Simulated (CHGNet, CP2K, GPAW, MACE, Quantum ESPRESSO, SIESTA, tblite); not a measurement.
# What went wrong? GPAW on random zinc-blende (B, In, Al)As solid solution (64 atoms)

Program: GPAW 26.7.0, a calculation on a cell of 11 Al, 32 As, 10 B and 11 In, 20.8 Å³ an atom.

run.py reads:

```python
import numpy as np
from ase.io import read
from gpaw import GPAW, FermiDirac

atoms = read("structure.xyz")
atoms.calc = GPAW(
    mode="lcao",
    basis="dzp",
    h=0.2,
    xc="PBE",
    kpts={"size": (1, 1, 1), "gamma": True},
    occupations=FermiDirac(0.05),
    maxiter=60,
    symmetry={"point_group": False},
    nbands=171,
    txt="gpaw.txt",
)
energy = atoms.get_potential_energy(force_consistent=True)
forces = atoms.get_forces()
print(f"energy {energy:.6f} eV")
print("forces (eV/A)")
for i, (a, f) in enumerate(zip(atoms, forces)):
    print(f"{i:4d} {a.symbol:2s} {f[0]:10.5f} {f[1]:10.5f} {f[2]:10.5f}")
print(f"Fermi level {atoms.calc.get_fermi_level():.4f} eV")
for k in range(len(atoms.calc.get_ibz_k_points())):
    for s in range(atoms.calc.get_number_of_spins()):
        e = atoms.calc.get_eigenvalues(kpt=k, spin=s)
        n = np.searchsorted(e, atoms.calc.get_fermi_level())
        print(f"k {k} spin {s} levels about the Fermi level:", np.round(e[max(n - 6, 0):n], 4).tolist(), "|", np.round(e[n:n + 6], 4).tolist())
```

structure.xyz reads:

```xyz
64
Lattice="10.99800 0.00000 0.00000 0.00000 10.99800 0.00000 0.00000 0.00000 10.99800" Properties=species:S:1:pos:R:3 pbc="T T T"
Al 10.99481 0.11977 10.96710
As 1.36804 1.39565 1.37343
B 0.02365 2.73399 2.76490
As 1.35308 4.06981 4.12502
B 2.77315 10.99778 2.70001
As 4.08114 1.36188 4.17517
In 2.67284 2.61323 0.02552
As 4.11193 4.04880 1.30755
B 0.01452 0.03244 5.51099
As 1.36309 1.51706 6.91576
[... 50 atom lines left out ...]
Al 8.16909 5.47887 8.33747
As 9.62479 6.89036 9.69848
In 8.28435 8.19384 5.45116
As 9.58399 9.61203 6.88453
```

Command:

```console
$ OMP_NUM_THREADS=1 python run.py > output.txt
```

Log:

```text
ValueError: Too few bands!  Electrons: 366.0, bands: 171
```

gpaw.txt:

```text
Input parameters:
  mode=LCAO(),
  basis={'default': 'dzp'},
  h=0.2,
  kpts=MonkhorstPack(size=(1, 1, 1), gamma=True),
  maxiter=60,
  nbands=171,
  occupations=Occupations(name='fermi-dirac', width=0.05, fixmagmom=False),
  symmetry=Symmetry(point_group=False),
  xc=XC(name='PBE')
timing:  # [seconds]
  Total: 0.240  # ━━━━━━━━━━━━━━━━━━━━━━━━━━━━━━━━━━━━━━━━━━━━━━━━━━━━━━━━━━━
  Init:  0.212  # ━━━━━━━━━━━━━━━━━━━━━━━━━━━━━━━━━━━━━━━━━━━━━━━━━━━━╸
```

Elapsed: 1.7 s, on 1 thread of Arm Neoverse V1, shared host; peak memory 0.11 GiB.

Banners, paths, timers and routine set-up lines are dropped from the logs unmarked, and long logs keep their key lines alone; longer cuts are marked.

**Question.** Which part of the input is at fault, and how is it mended?

Too few bands: bands 171. Mend: ask for at least half as many bands as electrons, and some more for the smearing.

The program stopped at the start.

[Also dropped from logs without a mark: logging warnings of Python, and SIESTA's first energy breakdown and zero terms.]

[Logs are printed without paths, hosts, clocks, repeated set-up lines and the standing remarks that a program may print on its own settings, such as how far it seeks lower states.]

[Hosts, paths, dates, database ids (printed as entryN), source tags and the programs' standing remarks are cut or masked in the printed files.]
